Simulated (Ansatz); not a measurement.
**One crystal, many levels of theory: GeH6CBr3N (CH3NH3GeBr3)**

What gap does each level of theory give for GeH6CBr3N (CH3NH3GeBr3), and in what time?

Calculated with Ansatz 0.2.0; density functionals, hybrids and G0W0, plane waves, PAW.

Report form: the programs' logs are mostly left out.

The structure was built from a prototype and need not be the compound's stable phase.

In doubt: masses and optical values from hybrid runs of this build are listed as unsure (step 6), which bears on the screening that GW takes from such a start.

## Step 1: The starting structure

The cell holds 12 atoms: 1 C, 1 N, 6 H, 1 Ge and 3 Br. Cell: a = 5.561 Å, b = 5.656 Å, c = 5.550 Å, α = 91.0°, β = 90.0°, γ = 82.5°.

The structure was relaxed with PBEsol-D3(BJ). The runs that relaxed it are not among those shown. The default PAW set here is soft_2. Its files were made with PBE.

## Step 2: PBEsol on the 4×4×4 mesh

Levels along a band path and on the mesh show where this functional puts the band edges.

This step: DFT, PBEsol, plane waves, PAW.

input.yaml reads:

```yaml
crystal:
  lattice:
    - [5.5491456038, 0.3690801251, 0.0019814122]
    - [0.3690801251, 5.6436113835, -0.0495487783]
    - [0.0019814122, -0.0495487783, 5.5496881284]
  atoms:
    - { symbol: C, position: [0.9285284086, 0.9118907512, 1.0034534507] }
    - { symbol: "N", position: [0.0831890171, 0.1048511975, -0.0030436593] }
    - { symbol: H, position: [1.0461709627, 0.7402467279, 1.005384829] }
    - { symbol: H, position: [0.1931807646, 1.0898222514, 0.8435747825] }
    - { symbol: H, position: [0.8127927411, -0.0781405628, 0.8427623118] }
    - { symbol: H, position: [-0.0230126089, 0.2699994338, -0.0052505469] }
    - { symbol: H, position: [0.8160787674, -0.0660614239, 0.1669512405] }
    - { symbol: H, position: [0.195510254, 1.1009130436, 0.1477181839] }
    - { symbol: Ge, position: [0.5126670865, 0.5108398649, 0.4790207983] }
    - { symbol: Br, position: [0.5190946355, 0.474484955, 0.0186309937] }
    - { symbol: Br, position: [0.4386024672, -0.0291984139, 0.4964633399] }
    - { symbol: Br, position: [-0.0332494532, 0.4695164188, 0.5040208673] }
kpoints:
  mp_grid: { grid: [4, 4, 4] }
  band_path:
    path:
      - [[0.0, 0.0, 0.0], [0.5, 0.0, 0.0], [0.5, 0.5, 0.0], [0.0, 0.0, 0.0], [0.5, 0.5, 0.5], [0.5, 0.0, 0.0]]
      - [[0.5, 0.5, 0.0], [0.5, 0.5, 0.5]]
    npoints: 10
hamiltonian:
  xc: pbesol
scf:
  occupations: { method: fermi_dirac, width: 0.02 }
  n_extra_bands: 8
output:
  eigenvalues: true
  write_density: true
  write_potential: true
  elf: true
  volumetric_format: npy
```

Run with:

```console
ansatz run input.yaml --threads 3 --pin off --max-ram 92160MiB --backend cuda --events-out ev --progress --plain --runs-dir out --devices 1 --max-vram 13GiB  # rebuilt from the run's record
```

Elapsed: 17 s, on 1 × NVIDIA H100 80GB HBM3 (shared by 6 runs) with 3 threads of AMD EPYC 7R13 (Zen 3), shared host; peak memory 1 GiB; 18 s of CPU time.

This step gave:

- filled bands: 25
- gap: 1.036 eV
- valence top at: R
- conduction bottom at: R
- least direct gap: 1.036 eV

Over mesh and path the gap is 1.036 eV, direct, at k = (0.500, 0.500, 0.500).

## Step 3: PBEsol+SOC on the 4×4×4 mesh

This run has two-component orbitals with spin-orbit coupling.

This step: DFT, PBEsol with spin-orbit coupling, plane waves, PAW.

Edit input.yaml of step 2 so:

```diff
@@ -21,6 +21,4 @@
   band_path:
-    path:
-      - [[0.0, 0.0, 0.0], [0.5, 0.0, 0.0], [0.5, 0.5, 0.0], [0.0, 0.0, 0.0], [0.5, 0.5, 0.5], [0.5, 0.0, 0.0]]
-      - [[0.5, 0.5, 0.0], [0.5, 0.5, 0.5]]
-    npoints: 10
+    path: [[0.0, 0.0, 0.0], [0.5, 0.0, 0.0], [0.5, 0.5, 0.0], [0.5, 0.5, 0.5]]
+    npoints: 1
 hamiltonian:
@@ -29,8 +27,7 @@
   occupations: { method: fermi_dirac, width: 0.02 }
-  n_extra_bands: 8
+  n_extra_bands: 16
+magnetization:
+  noncollinear: true
+  spin_orbit: true
 output:
   eigenvalues: true
-  write_density: true
-  write_potential: true
-  elf: true
-  volumetric_format: npy
```

Wall time 11 s (1 × NVIDIA H100 80GB HBM3 (shared by 6 runs) with 3 threads); peak memory 1 GiB.

This step gave:

```yaml
gap: 0.9919 eV
valence_top_at: R
conduction_bottom_at: R
least_direct_gap: 0.9919 eV
```

Over mesh and listed points the gap is 0.992 eV, direct, at k = (0.500, 0.500, 0.500). PBEsol+SOC against PBEsol: 0.992 − 1.036 = −0.044 eV, with the same mesh, set of files (read in its fully relativistic form for the spin-orbit run) and cutoff, and both edges at the same k points. The spin-orbit run sees mesh and listed points alone, so its gap is an upper bound: the coupling can move an edge off these points, the more so as this crystal has no centre of inversion, and the change over the zone, its sign included where it is small, is not known.

## Step 4: HSE06 on the 4×4×4 mesh

HSE06 mixes in a quarter of exact exchange at short range.

This step: DFT, HSE06, plane waves, PAW.

Edit input.yaml of step 3 so:

```diff
@@ -24,9 +24,6 @@
 hamiltonian:
-  xc: pbesol
+  xc: hse06
 scf:
-  occupations: { method: fermi_dirac, width: 0.02 }
-  n_extra_bands: 16
-magnetization:
-  noncollinear: true
-  spin_orbit: true
+  occupations: { method: fixed }
+  n_extra_bands: 8
 output:
```

It took 37 s on 1 × NVIDIA H100 80GB HBM3 (shared by 6 runs) with 3 threads; peak memory 1.7 GiB.

Numbers from this step:

```
gap                     : 1.669 eV
valence top at          : R
conduction bottom at    : R
least direct gap        : 1.669 eV
exact-exchange fraction : 0.25
```

Over mesh and listed points the gap is 1.669 eV, direct, at k = (0.500, 0.500, 0.500). HSE06 against PBEsol: 1.669 − 1.036 = +0.633 eV, with the same mesh, files and cutoff, and both edges at the same k points.

## Step 5: G0W0@PBEsol, 4×4×4 mesh, 721 empty bands, screening to 150 eV

G0W0 replaces the xc potential by a self-energy built once from the orbitals of the start. Levels are corrected in the window of bands that the input names, at points of the mesh.

This step: G0W0 on PBEsol, plane waves, PAW.

Edit input.yaml of step 4 so:

```diff
@@ -20,11 +20,11 @@
   mp_grid: { grid: [4, 4, 4] }
-  band_path:
-    path: [[0.0, 0.0, 0.0], [0.5, 0.0, 0.0], [0.5, 0.5, 0.0], [0.5, 0.5, 0.5]]
-    npoints: 1
 hamiltonian:
-  xc: hse06
+  xc: pbesol
 scf:
   occupations: { method: fixed }
-  n_extra_bands: 8
-output:
-  eigenvalues: true
+gw:
+  n_empty_bands: 721
+  ecut_chi: 150.0
+  qp_bands: [v4, c4]
+  qp_kpoints: band_edges
+  screening: { model: contour_deformation }
```

It took 3.3 min on 1 × NVIDIA H100 80GB HBM3 (shared by 6 runs) with 3 threads; peak memory 6.5 GiB.

Numbers from this step:

```yaml
bands_summed: 746
rpa_eps_infinity_on_this_mesh_eigenvalues: 6.144, 7.467, 8.090
plane_waves_in_the_screening_matrix: 721
g0w0_gap_over_the_corrected_points: 1.947 eV
k_of_the_valence_top: -0.5, -0.5, -0.5
k_of_the_conduction_bottom: -0.5, -0.5, -0.5
starting_gap_on_the_mesh: 1.036 eV
z_at_the_valence_top: 0.7556
z_at_the_conduction_bottom: 0.7664
least_direct_g0w0_gap_over_the_corrected_points: 1.947 eV
```

Over 12 of 36 irreducible mesh points the G0W0 gap is 1.947 eV, direct, at k = (-0.500, -0.500, -0.500). The PBEsol gap of this run on the mesh is 1.036 eV. The two states that bound the G0W0 gap lie that far apart at the start, so the correction of the gap is 1.947 − 1.036 = +0.911 eV. The program marks 19 of the 96 corrected levels as in doubt (energies apart, Σc rises), neither edge state among them.

## Step 6: G0W0@HSE06, 4×4×4 mesh, 335 empty bands, screening to 90 eV

This step: G0W0 on HSE06, plane waves, PAW.

Edit input.yaml of step 5 so:

```diff
@@ -21,3 +21,3 @@
 hamiltonian:
-  xc: pbesol
+  xc: hse06
 scf:
@@ -25,4 +25,4 @@
 gw:
-  n_empty_bands: 721
-  ecut_chi: 150.0
+  n_empty_bands: 335
+  ecut_chi: 90
   qp_bands: [v4, c4]
```

Wall time 2.8 min (1 × NVIDIA H100 80GB HBM3 (shared by 6 runs) with 3 threads); peak memory 3.1 GiB.

This step gave:

```yaml
bands_summed: 360
rpa_eps_infinity_on_this_mesh_eigenvalues: 4.419, 4.950, 5.267
plane_waves_in_the_screening_matrix: 341
g0w0_gap_over_the_corrected_points: 2.232 eV
k_of_the_valence_top: -0.5, -0.5, -0.5
k_of_the_conduction_bottom: -0.5, -0.5, -0.5
starting_gap_on_the_mesh: 1.669 eV
z_at_the_valence_top: 0.7931
z_at_the_conduction_bottom: 0.8014
least_direct_g0w0_gap_over_the_corrected_points: 2.232 eV
```

Over 13 of 36 irreducible mesh points the G0W0 gap is 2.232 eV, direct, at k = (-0.500, -0.500, -0.500). The HSE06 gap of this run on the mesh is 1.669 eV. The two states that bound the G0W0 gap lie that far apart at the start, so the correction of the gap is 2.232 − 1.669 = +0.563 eV. G0W0@HSE06 against G0W0@PBEsol with 746 bands: 2.232 − 1.947 = +0.285 eV. The runs also differ in empty bands (721 and 335) and screening cutoff (eV) (150.0 and 90), so how much of this comes from the start alone is not known.

## Step 7: The ladder

Each gap is the least one over the points named; times are wall times on shared hosts, not benchmarks. A G0W0 time includes the run's own self-consistent start. Runs with listed points see these and the mesh alone, so an edge that moves elsewhere is missed. Rows marked * are further runs, not shown as steps, whose inputs differ from the G0W0 step on the same start in the columns given; solver thresholds can differ too. Symmetry makes (0.500, 0.500, 0.500) and (-0.500, -0.500, -0.500) one point.

```csv
level,mesh,"files, cutoff","bands summed, screening",points,gap (eV),valence top,conduction bottom,least direct gap (eV),time
PBEsol,4×4×4,"soft_2 PAW, 420 eV",-,mesh and path,1.036,"(0.500, 0.500, 0.500)","(0.500, 0.500, 0.500)",1.036,17 s
PBEsol+SOC,4×4×4,"soft_2 PAW, 420 eV",-,mesh and listed points,0.992,"(0.500, 0.500, 0.500)","(0.500, 0.500, 0.500)",0.992,11 s
HSE06,4×4×4,"soft_2 PAW, 420 eV",-,mesh and listed points,1.669,"(0.500, 0.500, 0.500)","(0.500, 0.500, 0.500)",1.669,37 s
G0W0@PBEsol*,4×4×4,"soft_2 PAW, 420 eV","207, 60 eV",12 of 36 irreducible mesh points,1.704,"(-0.500, -0.500, -0.500)","(-0.500, -0.500, -0.500)",1.704,34 s
G0W0@PBEsol,4×4×4,"soft_2 PAW, 420 eV","746, 150 eV",12 of 36 irreducible mesh points,1.947,"(-0.500, -0.500, -0.500)","(-0.500, -0.500, -0.500)",1.947,3.3 min
G0W0@HSE06,4×4×4,"soft_2 PAW, 420 eV","360, 90 eV",13 of 36 irreducible mesh points,2.232,"(-0.500, -0.500, -0.500)","(-0.500, -0.500, -0.500)",2.232,2.8 min
```

## Step 8: What came out

```json
{
  "PBEsol, over mesh and path": "1.036 eV",
  "PBEsol+SOC, over mesh and listed points": "0.992 eV",
  "HSE06, over mesh and listed points": "1.669 eV",
  "G0W0@PBEsol (746 bands, 4×4×4), over 12 of 36 irreducible mesh points": "1.947 eV",
  "G0W0@HSE06, over 13 of 36 irreducible mesh points": "2.232 eV",
  "known limits": "finite bands, screening cutoff and k mesh; no spin-orbit coupling in G0W0"
}
```

**Reading.** The rows run from 0.992 eV (PBEsol+SOC) to 2.232 eV (G0W0@HSE06). They differ in bands and screening cutoff of G0W0 and the points over which the gap was sought as well as in level, so only pairs that share these are like for like. PBEsol+SOC against PBEsol: 0.992 − 1.036 = −0.044 eV, with the same mesh, set of files (read in its fully relativistic form for the spin-orbit run) and cutoff, and both edges at the same k points. The spin-orbit run sees mesh and listed points alone, so its gap is an upper bound: the coupling can move an edge off these points, the more so as this crystal has no centre of inversion, and the change over the zone, its sign included where it is small, is not known. HSE06 against PBEsol: 1.669 − 1.036 = +0.633 eV, with the same mesh, files and cutoff, and both edges at the same k points. G0W0@PBEsol (746 bands, 4×4×4) moves the gap of its own start on the mesh by 1.947 − 1.036 = +0.911 eV, between the same two levels. Both edges that PBEsol shows over mesh and path lie at k points where levels were corrected. Levels at other points were not corrected, so a lower G0W0 gap elsewhere in the zone is not ruled out. G0W0@HSE06 moves the gap of its own start on the mesh by 2.232 − 1.669 = +0.563 eV, between the same two levels. Both edges that HSE06 shows over mesh and listed points lie at k points where levels were corrected. Levels at other points were not corrected, so a lower G0W0 gap elsewhere in the zone is not ruled out. What spin-orbit coupling does to the G0W0 levels was not computed, so no sum with the G0W0 gap is formed. For G0W0@PBEsol: from 207 bands and 60 eV to 746 bands and 150 eV the gap moves by 1.947 − 1.704 = +0.243 eV; bands and screening cutoff rise together, so their parts are not told apart. Two runs can't test a law of convergence, so the limit is not known. The other G0W0 rows are shown at one basis each (360 bands), so their distance from the limit is not known here. For G0W0@PBEsol (746 bands, 4×4×4): the program marks 19 of the 96 corrected levels as in doubt (energies apart, Σc rises), neither edge state among them. The G0W0 runs are scalar-relativistic. No pair of G0W0 runs that differ in the mesh alone is shown (4×4×4 is a supercell whose nearest images lie 22 Å apart), so the error from the mesh is not known here. G0W0 is shown with one set of atomic data (soft_2 PAW), so the error from the files is not known here.

[Paths, hosts, dates, memory and timing lines, banners, echoed tables and standing remarks are left out of the program output.]

[Logs are printed without paths, hosts, clocks, repeated set-up lines and the standing remarks that a program may print on its own settings, such as how far it seeks lower states.]

[Runs of the session that timed out or met a known fault of the program may be left out.]

[Cells called generated may have been cut or substituted from an entry of the Crystallography Open Database or the Materials Project.]

[Hosts, paths, dates, database ids (printed as entryN), source tags and the programs' standing remarks are cut or masked in the printed files.]

[Where an RPA ε∞ is given, it is that of the G0W0 mesh and is not shown converged in it. Names of k-points follow the symmetry that the program found, which can be lower than the space group named. Band edges on a path are those of the sampled points; other points can move an edge, and change direct to indirect where valleys lie close.]

[Hybrid gaps are those of their k-mesh and are not shown converged in it.]
